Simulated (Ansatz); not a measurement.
# CuGe, from a guessed structure to a relaxed one, part 2 of 2

This structure for CuGe is made up. Its elements were placed in a known structure type with a cell scaled to their sizes. What cell does the guess relax to, and how far off was it?

Ansatz 0.2.0; DFT, PBEsol, plane-wave PAW, files of the set soft_1, scalar-relativistic, ferromagnetic start, cell and ions relaxed at zero pressure; PAW set soft_1 (the session's first sound run).

So far: Set-up; Relaxation of the guess. The relaxed cell has a, b, c = 4.043, 2.938, 4.990 Å (conventional setting).

### 3. Electronic structure of the relaxed cell

A second self-consistent run takes a narrower smearing and the mesh shown in its input; the bands follow along the standard path of the relaxed lattice.

This step: DFT, PBEsol, plane-wave PAW, files of the set soft_1, scalar-relativistic, no spin, bands and density of states at the relaxed cell; PAW set soft_1 (Ansatz 0.2.0).

The input, input.yaml:

```yaml
crystal:
  lattice:
    - [4.0429756169, 0.0, 0.0]
    - [0.0, 2.9383772165, 0.0]
    - [0.0, 0.0, 4.9902339281]
  atoms:
    - { symbol: Ge, position: [0.75, 0.5, 0.2869008044] }
    - { symbol: Ge, position: [0.25, 0.5, 0.7130991956] }
    - { symbol: Cu, position: [0.75, 0.0, 0.8369966708] }
    - { symbol: Cu, position: [0.25, 0.0, 0.1630033292] }
kpoints:
  mp_grid: { grid: [8, 10, 6] }
  band_path:
    path:
      - [[0.0, 0.0, 0.0], [0.0, -0.5, 0.0], [-0.5, -0.5, 0.0], [-0.5, 0.0, 0.0], [0.0, 0.0, 0.0], [0.0, 0.0, -0.5], [0.0, -0.5, -0.5], [-0.5, -0.5, -0.5], [-0.5, 0.0, -0.5], [0.0, 0.0, -0.5]]
      - [[-0.5, 0.0, 0.0], [-0.5, 0.0, -0.5]]
      - [[0.0, -0.5, -0.5], [0.0, -0.5, 0.0]]
      - [[-0.5, -0.5, 0.0], [-0.5, -0.5, -0.5]]
    npoints: 6
scf:
  occupations: { method: fermi_dirac, width: 0.03 }
  n_extra_bands: 8
hamiltonian:
  xc: pbesol
  pseudopotentials: { kind: paw, azcp: { folder: soft_1 }, xc_functional: pbe }
output:
  forces: true
  stress: true
  write_bands: true
  dos: { projected: true }
  write_density: true
  write_potential: true
  elf: true
  volumetric_format: npy
```

Command:

```
> ansatz run input.yaml --threads 4 --pin off --max-ram 8192MiB --backend cpu --events-out ev --progress --plain --runs-dir out
```

Numbers of over 12 decimals in the logs are rounded to 6 here.

Log:

```text
[...]
Crystal: 4 atoms, lattice volume = 59.283 Å³
Basis set: ecut = 420 eV, 1161 PW (Γ), exchange–correlation on 60×40×72 points (8 copies of the dense FFT grid, shifted against one another)
Bands: 41, of which v1, the nominal top of the filled ones, is band 33 counted from 1 (32 counted from 0)
Symmetry: 8 space group operations
[...]
k-points: 120 of 480
[...]
SCF iter   1: F=—  HF=-21685.926189 eV  |F-HF|=—  |Δ(HF+E_count)|=         —  Δρ=2.06e-1  dr2=1.72e1  ethr=3.10e-3  ⟨swp⟩=4.7  Hψ=16231  notcnv=0
[...]
SCF iter  10: F=-21683.797948 eV  HF=-21683.797948 eV  |F-HF|=1.44e-8  |Δ(HF+E_count)|=   2.68e-8  Δρ=4.52e-6  dr2=1.58e-8  ethr=1.52e-10  ⟨swp⟩=11.5  Hψ=29024  notcnv=0
SCF 1 converged in 10 iterations: F = -21683.797948 eV  dr2 = 1.58e-8
[...]
NSCF: frozen V_eff on 76 k-points
SCF converged after 10 iterations
Free energy (F): -21683.797948 eV
[...]
Internal energy: -21683.793106 eV  (E = F + TS)
E sigma→0 (E₀):  -21683.795527 eV
Entropy (-TS):   -0.004842 eV (-1.211 meV/atom)
Fermi energy:    13.804385 eV
[...]
--- Forces (eV/Å), atoms counted from 1 ---
  atom   1  Ge     0.00000000     0.00000000    -0.02018019
  atom   2  Ge     0.00000000     0.00000000     0.02018019
  atom   3  Cu     0.00000000     0.00000000     0.01904762
  atom   4  Cu     0.00000000     0.00000000    -0.01904762
  max |Σ_I F_I| component: 0.00e0 eV/Å
--- Stress (GPa, compression-positive) ---
       -0.023584       0.000000       0.000000
        0.000000      -0.627522       0.000000
        0.000000       0.000000       0.902515
  P = ⅓ Tr σ = 0.0838 GPa (0.838 kbar)
--- Band table (eV; the first three rows and the last of 120) ---
  k-point 0: bands = [... 29 lower, 10.8370, 11.0409, 11.0769, 14.0093, 15.7048, 16.9246, 17.4219, 18.5212, ... 4 higher]
  k-point 1: bands = [... 29 lower, 10.9513, 11.0475, 11.5075, 14.1455, 15.1179, 16.0668, 17.6192, 19.7620, ... 4 higher]
  k-point 2: bands = [... 29 lower, 10.8366, 11.6936, 12.3074, 14.0551, 14.5368, 15.6006, 18.1764, 19.8055, ... 4 higher]
  k-point 119: bands = [... 29 lower, 10.7928, 11.2814, 11.2814, 11.8378, 11.8378, 13.9324, 13.9324, 19.2460, ... 4 higher]
```

Run time: 7.3 s. Hardware: 4 threads of Arm Neoverse V1, shared host; peak memory 0.53 GiB; 28 s of CPU time.

In the SCF lines HF is the Harris–Foulkes energy and dr2 the Hartree energy of the density residual, in eV; the loop may stop once dr2 is under the threshold and the program's other checks hold. Hψ counts applications of the Hamiltonian.

This step gave:

| Quantity | Value |
| --- | --- |
| free energy | -21683.7979 eV |
| energy at zero smearing | -21683.7955 eV |
| smearing term TS | 0.004842 eV |
| pressure | 0.08380 GPa |

From bands.tsv, the bands that come nearest the Fermi level along the path, at its corners, in eV from the Fermi level:

| point | band 30 | band 31 | band 32 | band 33 | band 34 | band 35 | band 36 | band 37 |
| --- | --- | --- | --- | --- | --- | --- | --- | --- |
| Γ | -2.97 | -2.76 | -2.73 | 0.20 | 1.90 | 3.12 | 3.62 | 4.72 |
| X | -2.56 | -2.41 | -0.54 | -0.26 | 1.12 | 1.75 | 2.78 | 3.06 |
| S | -2.62 | -2.26 | -2.26 | -0.49 | -0.49 | 1.62 | 1.62 | 2.31 |
| Y | -2.93 | -2.80 | -2.80 | -1.11 | -1.11 | 6.06 | 6.06 | 9.35 |
| Γ | -2.97 | -2.76 | -2.73 | 0.20 | 1.90 | 3.12 | 3.62 | 4.72 |
| Z | -2.98 | -1.62 | -1.19 | -0.42 | 0.70 | 3.00 | 3.95 | 5.15 |
| U | -2.68 | -2.33 | -2.14 | 1.44 | 1.65 | 1.91 | 4.05 | 4.12 |
| R | -3.01 | -2.52 | -2.52 | -1.97 | -1.97 | 0.13 | 0.13 | 5.44 |
| T | -2.90 | -2.79 | -2.79 | 3.19 | 3.19 | 5.91 | 5.91 | 6.57 |
| Z | -2.98 | -1.62 | -1.19 | -0.42 | 0.70 | 3.00 | 3.95 | 5.15 |
| Y | -2.93 | -2.80 | -2.80 | -1.11 | -1.11 | 6.06 | 6.06 | 9.35 |
| T | -2.90 | -2.79 | -2.79 | 3.19 | 3.19 | 5.91 | 5.91 | 6.57 |
| U | -2.68 | -2.33 | -2.14 | 1.44 | 1.65 | 1.91 | 4.05 | 4.12 |
| X | -2.56 | -2.41 | -0.54 | -0.26 | 1.12 | 1.75 | 2.78 | 3.06 |
| S | -2.62 | -2.26 | -2.26 | -0.49 | -0.49 | 1.62 | 1.62 | 2.31 |
| R | -3.01 | -2.52 | -2.52 | -1.97 | -1.97 | 0.13 | 0.13 | 5.44 |

Electrostatic potential energy in the bc plane at fractional x = 0.250, with atoms of Ge and Cu within 0.2 Å of it. With pseudopotentials it is smooth inside the atoms' cores, unlike the true potential.

Ten even steps from '0' (-50 eV) to '9' (16 eV):
```
999999999999999
999999888899999
999988766788999
999876655667899
999866666666899
999766666666799
998766666666789
998766666666789
999766666666799
999876666667899
999987666678999
999998888889999
999999999999999
999999999999999
999999999999999
889999999999998
667899999999876
234689999998643
002479999997420
000368999986300
000268999986200
000368999986300
002579999997520
335789999998753
678899999999887
```
Columns run along b (2.9 Å; values clipped at the 3rd and 97th percentile), rows up along c (5.0 Å). Atoms in or near the plane, at fractional coordinates: Ge at (0.50, 0.71), Cu at (0.00, 0.16).

Valence density in the bc plane at fractional x = 0.250, with atoms of Ge and Cu within 0.2 Å of it. It is the smooth field of the valence electrons, not physical close to the nuclei.

Values in e/Å³, 23 rows by 15 columns, each cell a mean:
```
 0  0  0  0  0  0  0  0  0  0  0  0  0  0  0
 0  0  0  0  0  0  0  0  0  0  0  0  0  0  0
 0  0  0  0  0  0  1  1  1  1  0  0  0  0  0
 0  0  0  0  1  1  2  3  3  2  1  1  0  0  0
 0  0  0  0  1  2  7 14 14  7  2  1  0  0  0
 0  0  0  1  1  4 16 33 33 16  4  1  1  0  0
 0  0  0  1  1  5 17 36 36 17  5  1  1  0  0
 0  0  0  0  1  3  9 19 19  9  3  1  0  0  0
 0  0  0  0  1  1  3  5  5  3  1  1  0  0  0
 0  0  0  0  0  1  1  1  1  1  1  0  0  0  0
 0  0  0  0  0  0  0  0  0  0  0  0  0  0  0
 0  0  0  0  0  0  0  0  0  0  0  0  0  0  0
 0  0  0  0  0  0  0  0  0  0  0  0  0  0  0
 0  0  0  0  0  0  0  0  0  0  0  0  0  0  0
 1  0  0  0  0  0  0  0  0  0  0  0  0  0  0
 2  2  1  1  0  0  0  0  0  0  0  0  1  1  2
10  7  3  1  0  0  0  0  0  0  0  0  1  3  7
35 24  9  3  1  0  0  0  0  0  0  1  3  9 24
65 43 14  4  1  0  0  0  0  0  0  1  4 14 43
55 37 13  3  1  0  0  0  0  0  0  1  3 13 37
21 15  6  2  1  0  0  0  0  0  0  1  2  6 15
 5  4  2  1  0  0  0  0  0  0  0  0  1  2  4
 1  1  1  0  0  0  0  0  0  0  0  0  0  1  1
```
Columns run along b (2.9 Å), rows up along c (5.0 Å). Atoms in or near the plane, at fractional coordinates: Ge at (0.50, 0.71), Cu at (0.00, 0.16).

ELF in the bc plane at fractional x = 0.250, with atoms of Ge and Cu within 0.2 Å of it. It is the smooth field of the valence electrons, not physical close to the nuclei.

Ten even steps from '_' (0.15) to '@' (0.85):
```
______....::::::::::::....____
____..::::------------::::..__
....::--------------------::..
::::----------::::----------::
::::--==--::..____..::--==--::
::----==--..__....__..--==----
::----==--..__####__..--==----
::----==--..__----__..--==----
..::--====::..____..::====--::
..::--======--::::--======--::
__..::--================--::..
____..::--============--::..__
______..::----====----::..____
________....::::::::....______
______________....____________
______________________________
______________________________
______________....____________
::..________________________..
##++..________....________..++
@@##::____________________::##
**==..________....________..==
..____________________________
____________........__________
__________............________
```
Columns run along b (2.9 Å), rows up along c (5.0 Å). Atoms in or near the plane, at fractional coordinates: Ge at (0.50, 0.71), Cu at (0.00, 0.16).

### 4. Outcome

* space group, relaxed: Pmma
* conventional cell: a = 4.043, b = 2.938, c = 4.990 Å; α = 90.0°, β = 90.0°, γ = 90.0°
* volume per atom: 14.82 Å³ (guess 15.04)
* total moment: 0.00 μB in the cell of 4 atoms

CuGe relaxes to Pmma with a = 4.043, b = 2.938 and c = 4.990 Å. The guessed volume was near the relaxed one. The space group Pmma was held in the relaxation, so the end point is a stationary structure within it and may be a saddle against distortions or other arrangements. The moments died out from this one start and weren't seeded again at the relaxed cell. Bands cross the Fermi level, so it is a metal or semimetal at this level. On the 8×10×6 mesh with the narrower smearing (relaxed on 7×9×6) the largest force component is 0.020 eV/Å and the largest stress component is 0.903 GPa, against the relaxation's thresholds of 0.015 eV/Å and 0.05 GPa. The cutoff wasn't tested. No dispersion term is used, so weakly bound directions may come out too long. Nothing here tests whether the compound is stable against decomposition.

[Logs are printed without paths, hosts, clocks, repeated set-up lines and the standing remarks that a program may print on its own settings, such as how far it seeks lower states.]

[Hosts, paths, dates, database ids (printed as entryN), source tags and the programs' standing remarks are cut or masked in the printed files.]
